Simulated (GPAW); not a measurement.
**Quasiparticle gap of PbO (P4/nmm) in GPAW**

How does a plane-wave GW calculation on PbO (P4/nmm) run from the first input to the gap?

Program: GPAW 26.7.0. Level of theory: PBE and many-body steps on it, plane waves. Results are calculated unless marked as measured.

The database entry behind the starting cell differs from later determinations by our own check (c about 1 % long), so it need not match the best structure at ambient conditions.

## 1. Set-up

It takes space group P4/nmm (No. 129, tetragonal). Conventional cell: a = 3.960 Å, b = 3.960 Å, c = 5.070 Å, α = 90.00°, β = 90.00°, γ = 90.00°. Pb has 4 O at 2.32 Å nearest. O has 4 Pb at 2.32 Å nearest. Farther neighbours and most contacts between anions are not listed.

Coordinates:

```cif
data_structure
_symmetry_space_group_name_H-M 'P 1'
_symmetry_Int_Tables_number 1
_cell_length_a 3.9600
_cell_length_b 3.9600
_cell_length_c 5.0700
_cell_angle_alpha 90.000
_cell_angle_beta 90.000
_cell_angle_gamma 90.000
_cell_volume 79.51
loop_
_atom_site_label
_atom_site_type_symbol
_atom_site_fract_x
_atom_site_fract_y
_atom_site_fract_z
_atom_site_occupancy
Pb1 Pb 0.00000 0.50000 0.23851 1
Pb2 Pb 0.50000 0.00000 0.76149 1
O3 O 0.00000 0.00000 0.00000 1
O4 O 0.50000 0.50000 0.00000 1
```

The cell and positions come from the Crystallography Open Database and are kept as given unless a step says otherwise. Spin-orbit coupling is left out unless a step names it.

## 2. Ground state

This step: GPAW 26.7.0; DFT, PBE, plane waves, PAW.

The ground-state density comes first.

run.py

```python
import json
import numpy as np
from gpaw.mpi import world
from ase import Atoms
from gpaw import GPAW, PW, FermiDirac

atoms = Atoms(['Pb', 'Pb', 'O', 'O'],
    cell=[[3.9600000000, 0.0000000000, 0.0000000000],
      [0.0000000000, 3.9600000000, 0.0000000000],
      [0.0000000000, 0.0000000000, 5.0700000000]],
    scaled_positions=[[0.0000000000, 0.5000000000, 0.2385140000],
      [0.5000000000, 0.0000000000, 0.7614860000],
      [0.0000000000, 0.0000000000, 0.0000000000],
      [0.5000000000, 0.5000000000, 0.0000000000]],
    pbc=(True, True, True))
calc = GPAW(mode=PW(600),
    xc='PBE',
    kpts={'size': (6, 6, 6), 'gamma': True},
    occupations=FermiDirac(0.001),
    nbands=-8,
    convergence={'density': 1e-6, 'bands': -3},
    maxiter=100,
    txt='gs.txt')
atoms.calc = calc
res = {'energy': atoms.get_potential_energy()}
kpts = calc.get_ibz_k_points()
res['kpts'] = kpts
res['eigenvalues'] = [calc.get_eigenvalues(kpt=k) for k in range(len(kpts))]
res['n_electrons'] = calc.get_number_of_electrons()
calc.write('gs.gpw')

if world.rank == 0:
    with open('result.json', 'w') as f:
        json.dump(res, f, default=lambda x: x.tolist())
```

Command:

```
mpirun -n 8 gpaw python run.py
```

Numbers of over 12 decimals in the logs are rounded to 6 here.

What it wrote:

```text
__  _  _
 | _ |_)|_||  |
 |__||  | ||/\| - 26.7.0

Input parameters:
  mode=PW(ecut=600.0),
  convergence={'density': 1e-06, 'bands': -3},
  kpts=MonkhorstPack(size=(6, 6, 6), gamma=True),
  maxiter=100,
  nbands=-8,
  occupations=Occupations(name='fermi-dirac', width=0.001, fixmagmom=False),
  xc=XC(name='PBE')
  [... matrices ...]
Diagonalizing LCAO Hamiltonian
Converting LCAO to pw mode
   .---------.
  /|         |
 * |         |
 | |  Pb     |
 | |         |
 | |         |
 |Pb---------.
 |/    O    /
 O---------*

Atoms  # Å, Bohr magnetons
|   | symbol |        x |        y |        z |    initial magnetic moments |
| 0 |     Pb | 0.000000 | 1.980000 | 1.209266 | ( 0.0000,  0.0000,  0.0000) |
| 1 |     Pb | 1.980000 | 0.000000 | 3.860734 | ( 0.0000,  0.0000,  0.0000) |
| 2 |      O | 0.000000 | 0.000000 | 0.000000 | ( 0.0000,  0.0000,  0.0000) |
| 3 |      O | 1.980000 | 1.980000 | 0.000000 | ( 0.0000,  0.0000,  0.0000) |

Unit cell  # Å
| periodic |        x |        y |        z |  lengths |    angles |
|      yes | 3.960000 | 0.000000 | 0.000000 | 3.960000 | 90.000000 |
|      yes | 0.000000 | 3.960000 | 0.000000 | 3.960000 | 90.000000 |
|      yes | 0.000000 | 0.000000 | 5.070000 | 5.070000 | 90.000000 |

Number of symmetries: 8
Symmetry operations  # r_c * U_cc + t_c -> r_c
|   | kind |            matrix            |
| 0 |  E   |  1, 0, 0,  0, 1, 0,  0, 0, 1 |
| 1 |  σ   |  1, 0, 0,  0,-1, 0,  0, 0, 1 |
| 2 |  C2  |  0, 1, 0,  1, 0, 0,  0, 0,-1 |
| 3 |  S4  |  0, 1, 0, -1, 0, 0,  0, 0,-1 |
| 4 |  S4  |  0,-1, 0,  1, 0, 0,  0, 0,-1 |
| 5 |  C2  |  0,-1, 0, -1, 0, 0,  0, 0,-1 |
| 6 |  σ   | -1, 0, 0,  0, 1, 0,  0, 0, 1 |
| 7 |  C2  | -1, 0, 0,  0,-1, 0,  0, 0, 1 |

BZ-sampling:
  Number of BZ points: 216
  Number of IBZ points: 40

  Monkhorst-Pack size: [6, 6, 6]
  Monkhorst-Pack shift: [0.083333, 0.083333, 0.083333]

K-points  # in reciprocal-cell coordinates
|     |                                coordinates |     weight |
|   0 | (  0.00000000,   0.00000000,   0.00000000) | 0.00462963 |
|   1 | (  0.00000000,   0.00000000,   0.16666667) | 0.00925926 |
|   2 | (  0.00000000,   0.00000000,   0.33333333) | 0.00925926 |
|   3 | (  0.00000000,   0.00000000,   0.50000000) | 0.00462963 |
|   4 | (  0.16666667,   0.00000000,   0.00000000) | 0.01851852 |
|   5 | (  0.16666667,   0.00000000,   0.16666667) | 0.03703704 |
|   6 | (  0.16666667,   0.00000000,   0.33333333) | 0.03703704 |
|   7 | (  0.16666667,   0.00000000,   0.50000000) | 0.01851852 |
|   8 | (  0.16666667,   0.16666667,   0.00000000) | 0.01851852 |
|   9 | (  0.16666667,   0.16666667,   0.16666667) | 0.03703704 |
| ... |                                            |            |
|  39 | (  0.50000000,   0.50000000,   0.50000000) | 0.00462963 |

Plane wave coefficients: 2672
Cutoff: 600.0 eV

Spin-components: 1 (collinear spins)
Bands:           28
Projectors:      22
Spin-degeneracy: 2
Datatype:        complex128

  Storage: CPU
  Wave functions: 47_111_680 bytes (5_888_960 per core)
  Projectors: 40_381_440 bytes (5_047_680 per core)
  [... matrices ...]
Parallelization:
  kpt:    8
  domain: 1
  band:   1

Density:
  Valence electrons: 40.0
  Components: 1
  Grid points: [24 24 30]
  Charge: 0.0  # |e|

Potential:
  Grid points: [24 24 30]

species:
  Pb:
    name:    Lead
    Z:       82.0
    valence: 14
    core:    68
    charge:  0.0  # [|e|]
    compensation charges:
      type: gauss
      rc: 0.38  # [Å]
      lmax: 2
    cutoffs:
      filter: 2.36  # [Å]
      core: 2.43  # [Å]
    projectors
    | kind |    occ | energy [eV] | rcut [Å] |
    |   6s |  2.000 |     -11.969 |    1.259 |
    |   6p |  2.000 |      -3.506 |    1.275 |
    |   5d | 10.000 |     -21.211 |    1.217 |
    |    s |        |      15.243 |    1.259 |
    |    p |        |      23.705 |    1.275 |
    |    d |        |       6.001 |    1.217 |

    Using partial waves for Pb as LCAO basis

  O:
    name:    Oxygen
    Z:       8.0
    valence: 6
    core:    2
    charge:  0.0  # [|e|]
    compensation charges:
      type: gauss
      rc: 0.21  # [Å]
      lmax: 2
    cutoffs:
      filter: 1.17  # [Å]
      core: 0.83  # [Å]
    projectors
    | kind |    occ | energy [eV] | rcut [Å] |
    |   2s |  2.000 |     -23.961 |    0.688 |
    |   2p |  4.000 |      -9.029 |    0.598 |
    |    s |        |       3.251 |    0.688 |
    |    p |        |      18.182 |    0.598 |
    |    d |        |       0.000 |    0.619 |

    Using partial waves for O as LCAO basis

Reference energy: -1138630.631331  # eV

eigensolver:
  PPCG
  Converge bands: -3
  niter=2

density mixing:
  MSR1-Mixer
  Pratt-step length: 0.05
  Maximum mixing coefficient: 0.75
  Old densities: 10
  SVD Regularization: 0.005
  Good broyden scale: 1.0
  Trust region scale: 1.0
  Backstep threshold: 4.0
  History deletion threshold: 6.0
  Fourier metric: weight=20.0, sigma=0.015

occupation numbers:
  Fermi-Dirac:
    width: 0.0010  # eV

poisson solver:
  ecut: 4800.0  # eV

xc functional:
  name: PBE with 2 nearest neighbor stencil

Initialization done in: 1.207 s

convergence criteria:
- Maximum integral of absolute [dens]ity change: 1e-06 electrons / valence electron
- Maximum [total energy] change in last 3 cyles: 0.0005 eV / valence electron
- Maximum integral of absolute [eigenst]ate change: 4e-08 eV^2 / valence electron
maximum number of iterations: 100

SCF iterations
|iter     |     time |      energy | eigst |  dens |
|iter:   1|  |  -26.304676 | +0.68 |       |
|iter:   2|  |  -24.931985 | -0.53 | -0.97 |
|iter:   3|  |  -22.269819 | -0.15 | -1.03 |
|iter:   4|  |  -22.242507 | -2.09 | -1.51 |
|iter:   5|  |  -22.240593 | -2.42 | -1.72 |
|iter:   6|  |  -22.240981c| -3.48 | -2.52 |
|iter:   7|  |  -22.241202c| -4.50 | -2.98 |
|iter:   8|  |  -22.241185c| -4.95 | -3.50 |
|iter:   9|  |  -22.241184c| -6.08 | -3.79 |
|iter:  10|  |  -22.241184c| -7.03 | -4.43 |
|iter:  11|  |  -22.241184c| -7.61c| -4.75 |
|iter:  12|  |  -22.241184c| -8.10c| -5.46 |
|iter:  13|  |  -22.241184c| -8.86c| -6.25c|

Converged in 13 steps
SCF loop duration: 8.541 s (0.657 s/step)
Energy contributions relative to reference atoms: (reference = -1138630.631331)
  [... matrices ...]
Energy contributions:
  Kinetic:          44.021267
  Coulomb:         -42.475606
  Zero:              0.041923
  External:          0.000000
  Xc:              -23.828768
  Entropy:          -0.000000
  Spinorbit:         0.000000
  ----------------------------
  Free energy:     -22.241184
  Extrapolated:    -22.241184

dipole moment: (-27.740583, -27.740583, -28.528004)  # |e|*Ang

Fermi level: 5.773
Eigenvalues  # (at kpt = [0.000, 0.000, 0.000])
| band index |      eig [eV] | occ [0-2] |
|          0 |       -12.698 |     2.000 |
|        ... |               |           |
|         12 |        -1.524 |     2.000 |
|         13 |        -1.010 |     2.000 |
|         14 |         1.434 |     2.000 |
|         15 |         1.434 |     2.000 |
|         16 |         3.953 |     2.000 |
|         17 |         4.064 |     2.000 |
|         18 |         4.064 |     2.000 |
|         19 |         5.735 |     2.000 |
|         20 |         8.091 |     0.000 |
|         21 |        11.168 |     0.000 |
|         22 |        11.282 |     0.000 |
|         23 |        11.282 |     0.000 |
|         24 |        12.218 |     0.000 |
|         25 |        12.218 |     0.000 |
|         26 |        13.157 |     0.000 |
|         27 |        13.762 |     0.000 |

Gap: 1.098 eV
Transition (v -> c):
  (s=0, k=0, n=19, [0.00, 0.00, 0.00]) -> (s=0, k=36, n=20, [0.50, 0.50, 0.00])
Direct/indirect transitions are different
Direct gap: 2.161 eV
Transition at: (s=0, k=36, n=19, [0.50, 0.50, 0.00])
# Writing to gs.gpw (mode='')
  [... matrices ...]
```

Wall time 12 s (8 MPI ranks of Arm Neoverse V1, shared host); peak memory 1.5 GiB; 92 s of CPU time.

This step gave:

- total energy: -22.24 eV
- gap: 1.098 eV
- k of the valence top: 0, 0, 0
- k of the conduction bottom: 0.5, 0.5, 0
- least direct gap: 2.161 eV

The gap is indirect, with the least direct gap 1.06 eV higher.

## 3. Bands along the symmetry lines

The cheap functional maps the bands first; the places of the edges decide which points the dearer methods must see.

run.py

```python
import json
import numpy as np
from gpaw.mpi import world
from gpaw import GPAW

path = [[0.000000, 0.000000, 0.000000],
    [0.000000, 0.062500, 0.000000],
    [0.000000, 0.125000, 0.000000],
    [0.000000, 0.187500, 0.000000],
    [0.000000, 0.250000, 0.000000],
    [0.000000, 0.312500, 0.000000],
    [0.000000, 0.375000, 0.000000],
    [0.000000, 0.437500, 0.000000],
    [0.000000, 0.500000, 0.000000],
    [0.062500, 0.500000, 0.000000],
    [0.125000, 0.500000, 0.000000],
    [0.187500, 0.500000, 0.000000],
    [0.250000, 0.500000, 0.000000],
    [0.312500, 0.500000, 0.000000],
    [0.375000, 0.500000, 0.000000],
    [0.437500, 0.500000, 0.000000],
    [0.500000, 0.500000, 0.000000],
    [0.437500, 0.437500, 0.000000],
    [0.375000, 0.375000, 0.000000],
    [0.312500, 0.312500, 0.000000],
    [0.250000, 0.250000, 0.000000],
    [0.187500, 0.187500, 0.000000],
    [0.125000, 0.125000, 0.000000],
    [0.062500, 0.062500, 0.000000],
    [0.000000, 0.000000, 0.000000],
    [0.000000, 0.000000, 0.062500],
    [0.000000, 0.000000, 0.125000],
    [0.000000, 0.000000, 0.187500],
    [0.000000, 0.000000, 0.250000],
    [0.000000, 0.000000, 0.312500],
    [0.000000, 0.000000, 0.375000],
    [0.000000, 0.000000, 0.437500],
    [0.000000, 0.000000, 0.500000],
    [0.000000, 0.062500, 0.500000],
    [0.000000, 0.125000, 0.500000],
    [0.000000, 0.187500, 0.500000],
    [0.000000, 0.250000, 0.500000],
    [0.000000, 0.312500, 0.500000],
    [0.000000, 0.375000, 0.500000],
    [0.000000, 0.437500, 0.500000],
    [0.000000, 0.500000, 0.500000],
    [0.062500, 0.500000, 0.500000],
    [0.125000, 0.500000, 0.500000],
    [0.187500, 0.500000, 0.500000],
    [0.250000, 0.500000, 0.500000],
    [0.312500, 0.500000, 0.500000],
    [0.375000, 0.500000, 0.500000],
    [0.437500, 0.500000, 0.500000],
    [0.500000, 0.500000, 0.500000],
    [0.437500, 0.437500, 0.500000],
    [0.375000, 0.375000, 0.500000],
    [0.312500, 0.312500, 0.500000],
    [0.250000, 0.250000, 0.500000],
    [0.187500, 0.187500, 0.500000],
    [0.125000, 0.125000, 0.500000],
    [0.062500, 0.062500, 0.500000],
    [0.000000, 0.000000, 0.500000],
    [0.000000, 0.500000, 0.000000],
    [0.000000, 0.500000, 0.062500],
    [0.000000, 0.500000, 0.125000],
    [0.000000, 0.500000, 0.187500],
    [0.000000, 0.500000, 0.250000],
    [0.000000, 0.500000, 0.312500],
    [0.000000, 0.500000, 0.375000],
    [0.000000, 0.500000, 0.437500],
    [0.000000, 0.500000, 0.500000],
    [0.500000, 0.500000, 0.000000],
    [0.500000, 0.500000, 0.062500],
    [0.500000, 0.500000, 0.125000],
    [0.500000, 0.500000, 0.187500],
    [0.500000, 0.500000, 0.250000],
    [0.500000, 0.500000, 0.312500],
    [0.500000, 0.500000, 0.375000],
    [0.500000, 0.500000, 0.437500],
    [0.500000, 0.500000, 0.500000]]
calc = GPAW('gs.gpw').fixed_density(kpts=path,
    symmetry='off',
    nbands=30,
    convergence={'bands': 26},
    txt='bands.txt')
res = {}
kpts = calc.get_ibz_k_points()
res['kpts'] = kpts
res['eigenvalues'] = [calc.get_eigenvalues(kpt=k) for k in range(len(kpts))]
res['n_electrons'] = calc.get_number_of_electrons()

if world.rank == 0:
    with open('result.json', 'w') as f:
        json.dump(res, f, default=lambda x: x.tolist())
```

Command:

```
mpirun -n 8 gpaw python run.py
```

What it wrote:

```text
Diagonalizing LCAO Hamiltonian
Converting LCAO to pw mode
convergence criteria:
- Maximum integral of absolute [eigenst]ate change: 4e-08 eV^2 / valence electron
maximum number of iterations: 100

SCF iterations
|iter     |     time |      energy | eigst |  dens |
|iter:   1|  |             | +1.02 |       |
|iter:   2|  |             | -0.48 |       |
|iter:   3|  |             | -1.66 |       |
[...]
|iter:   7|  |             | -5.95 |       |
|iter:   8|  |             | -6.97 |       |
|iter:   9|  |             | -7.67c|       |
SCF steps: 9
  __  _  _
 | _ |_)|_||  |
 |__||  | ||/\| - 26.7.0

Input parameters:
  mode=PW(ecut=600.0),
  convergence={'bands': 26},
  gpts=array([24, 24, 30]),
  kpts=KPoints(kpts=array([[0.    , 0.    , 0.    ],
         [0.    , 0.0625, 0.    ],
         [0.    , 0.125 , 0.    ],
         [0.    , 0.1875, 0.    ],
         [0.    , 0.25  , 0.    ],
         [0.    , 0.3125, 0.    ],
         [0.    , 0.375 , 0.    ],
[...]
[0.0625, 0.5   , 0.    ],
[...]
[0.1875, 0.5   , 0.    ],
[...]
[0.3125, 0.5   , 0.    ],
[...]
[0.4375, 0.4375, 0.    ],
[...]
[0.3125, 0.3125, 0.    ],
[...]
[0.1875, 0.1875, 0.    ],
[...]
[0.    , 0.    , 0.0625],
[...]
[0.    , 0.    , 0.1875],
[...]
[0.    , 0.    , 0.3125],
[...]
[0.    , 0.3125, 0.5   ],
[...]
[0.    , 0.4375, 0.5   ],
[...]
[0.3125, 0.5   , 0.5   ],
[...]
[0.4375, 0.5   , 0.5   ],
[...]
[0.1875, 0.1875, 0.5   ],
[...]
[0.0625, 0.0625, 0.5   ],
[...]
[0.5   , 0.5   , 0.25  ],
         [0.5   , 0.5   , 0.3125],
         [0.5   , 0.5   , 0.375 ],
         [0.5   , 0.5   , 0.4375],
         [0.5   , 0.5   , 0.5   ]])),
  maxiter=100,
  nbands=30,
  occupations=Occupations(name='fermi-dirac', width=0.001, fixmagmom=False),
  parallel={},
  symmetry=Symmetry(point_group=False, time_reversal=False),
  xc=XC(name='PBE')
```

Run time: 14 s. Hardware: 8 MPI ranks; peak memory 1.6 GiB; 1.9 min of CPU time.

Numbers from this step:

```
gap                        : 1.096 eV
k of the valence top       : 0, 0.0625, 0
k of the conduction bottom : 0.5, 0.5, 0
least direct gap           : 2.161 eV
```

The gap is 1.096 eV, −0.002 eV from the run before at this level.

Electronic bands along the path, in eV, zero at the top of the highest filled band:

| point | band 17 | band 18 | band 19 | band 20 | band 21 | band 22 | band 23 | band 24 |
| --- | --- | --- | --- | --- | --- | --- | --- | --- |
| Γ | -1.78 | -1.67 | -1.67 | 0.00 | 2.35 | 5.43 | 5.54 | 5.54 |
| halfway | -2.58 | -2.08 | -2.01 | -0.27 | 3.50 | 3.51 | 5.41 | 5.87 |
| X | -3.03 | -3.03 | -1.77 | -1.77 | 3.31 | 3.31 | 6.54 | 6.54 |
| halfway | -2.25 | -2.25 | -1.50 | -1.50 | 2.43 | 2.43 | 5.36 | 5.36 |
| M | -1.76 | -1.76 | -1.06 | -1.06 | 1.10 | 1.10 | 5.17 | 5.17 |
| halfway | -2.91 | -2.80 | -1.29 | -0.56 | 2.99 | 3.34 | 4.67 | 5.10 |
| Γ | -1.78 | -1.67 | -1.67 | 0.00 | 2.35 | 5.43 | 5.54 | 5.54 |
| halfway | -1.80 | -1.68 | -1.68 | -0.44 | 2.09 | 4.48 | 4.48 | 4.98 |
| Z | -1.82 | -1.70 | -1.70 | -1.12 | 2.07 | 3.93 | 3.93 | 4.29 |
| halfway | -2.40 | -2.10 | -1.21 | -1.08 | 2.24 | 3.14 | 4.56 | 6.52 |
| R | -3.00 | -3.00 | -1.09 | -1.09 | 2.98 | 2.98 | 6.26 | 6.26 |
| halfway | -1.78 | -1.78 | -1.55 | -1.55 | 3.33 | 3.33 | 4.52 | 4.52 |
| A | -2.31 | -2.31 | -1.06 | -1.06 | 3.32 | 3.32 | 4.60 | 4.60 |
| halfway | -2.83 | -1.65 | -1.29 | -1.18 | 2.41 | 3.59 | 3.83 | 6.37 |
| Z | -1.82 | -1.70 | -1.70 | -1.12 | 2.07 | 3.93 | 3.93 | 4.29 |
| jump to X | -3.03 | -3.03 | -1.77 | -1.77 | 3.31 | 3.31 | 6.54 | 6.54 |
| halfway | -3.02 | -3.02 | -1.39 | -1.39 | 3.14 | 3.14 | 6.42 | 6.42 |
| R | -3.00 | -3.00 | -1.09 | -1.09 | 2.98 | 2.98 | 6.26 | 6.26 |
| jump to M | -1.76 | -1.76 | -1.06 | -1.06 | 1.10 | 1.10 | 5.17 | 5.17 |
| halfway | -2.05 | -2.05 | -1.06 | -1.06 | 1.91 | 1.91 | 5.50 | 5.50 |
| A | -2.31 | -2.31 | -1.06 | -1.06 | 3.32 | 3.32 | 4.60 | 4.60 |

## 4. Empty states on the mesh, 4×4×4 mesh, 262 bands

The sums over transitions need many empty states on a uniform mesh; this step solves for them.

run.py

```python
import json
import numpy as np
from gpaw.mpi import world
from gpaw import GPAW

calc = GPAW('gs.gpw').fixed_density(kpts={'size': (4, 4, 4), 'gamma': True},
    parallel={'domain': 1, 'band': 1},
    txt='nscf.txt')
calc.diagonalize_full_hamiltonian(nbands=262)
calc.write('full.gpw', mode='all')
res = {}
kpts = calc.get_ibz_k_points()
res['kpts'] = kpts
res['eigenvalues'] = [calc.get_eigenvalues(kpt=k) for k in range(len(kpts))]
res['n_electrons'] = calc.get_number_of_electrons()

if world.rank == 0:
    with open('result.json', 'w') as f:
        json.dump(res, f, default=lambda x: x.tolist())
```

Command:

```
mpirun -n 8 gpaw python run.py
```

What it wrote:

```text
Diagonalizing LCAO Hamiltonian
Converting LCAO to pw mode
convergence criteria:
- Maximum integral of absolute [eigenst]ate change: 4e-08 eV^2 / valence electron
maximum number of iterations: 100

SCF iterations
|iter     |     time |      energy | eigst |  dens |
|iter:   1|  |             | +1.00 |       |
|iter:   2|  |             | -0.48 |       |
|iter:   3|  |             | -1.51 |       |
[...]
|iter:   8|  |             | -6.19 |       |
|iter:   9|  |             | -7.12 |       |
|iter:  10|  |             | -7.77c|       |
SCF steps: 10
  __  _  _
 | _ |_)|_||  |
 |__||  | ||/\| - 26.7.0

Input parameters:
  mode=PW(ecut=600.0),
  convergence={'density': 1e-06, 'bands': -3},
  gpts=array([24, 24, 30]),
  kpts=MonkhorstPack(size=(4, 4, 4), gamma=True),
  maxiter=100,
  nbands=28,
  occupations=Occupations(name='fermi-dirac', width=0.001, fixmagmom=False),
  parallel={'domain': 1, 'band': 1},
  xc=XC(name='PBE')
Matrix size: 2640x2640
# Writing to full.gpw (mode='all')
  [... matrices ...]

timing:  # [seconds]
  Total: 59.715  # ━━━━━━━━━━━━━━━━━━━━━━━━━━━━━━━━━━━━━━━━━━━━━━━━━━━━━━━━━━
```

Elapsed: 66 s, on 8 MPI ranks; peak memory 5.8 GiB.

This step gave:

```yaml
gap: 1.098 eV
k_of_the_valence_top: 0, 0, 0
k_of_the_conduction_bottom: 0.5, 0.5, 0
least_direct_gap: 2.161 eV
k_points_computed: 18
lowest_point_of_the_top_converged_band_above_the_valence_top: 110.3774 eV
```

On this mesh the gap is 1.098 eV.

(Continued in part 2 of 2.)

[Paths, hosts, dates, memory and timing lines, banners, echoed tables and standing remarks are left out of the program output.]

[Logs are printed without paths, hosts, clocks, repeated set-up lines and the standing remarks that a program may print on its own settings, such as how far it seeks lower states.]

[Runs of the session that timed out or met a known fault of the program may be left out.]

[Hosts, paths, dates, database ids (printed as entryN), source tags and the programs' standing remarks are cut or masked in the printed files.]
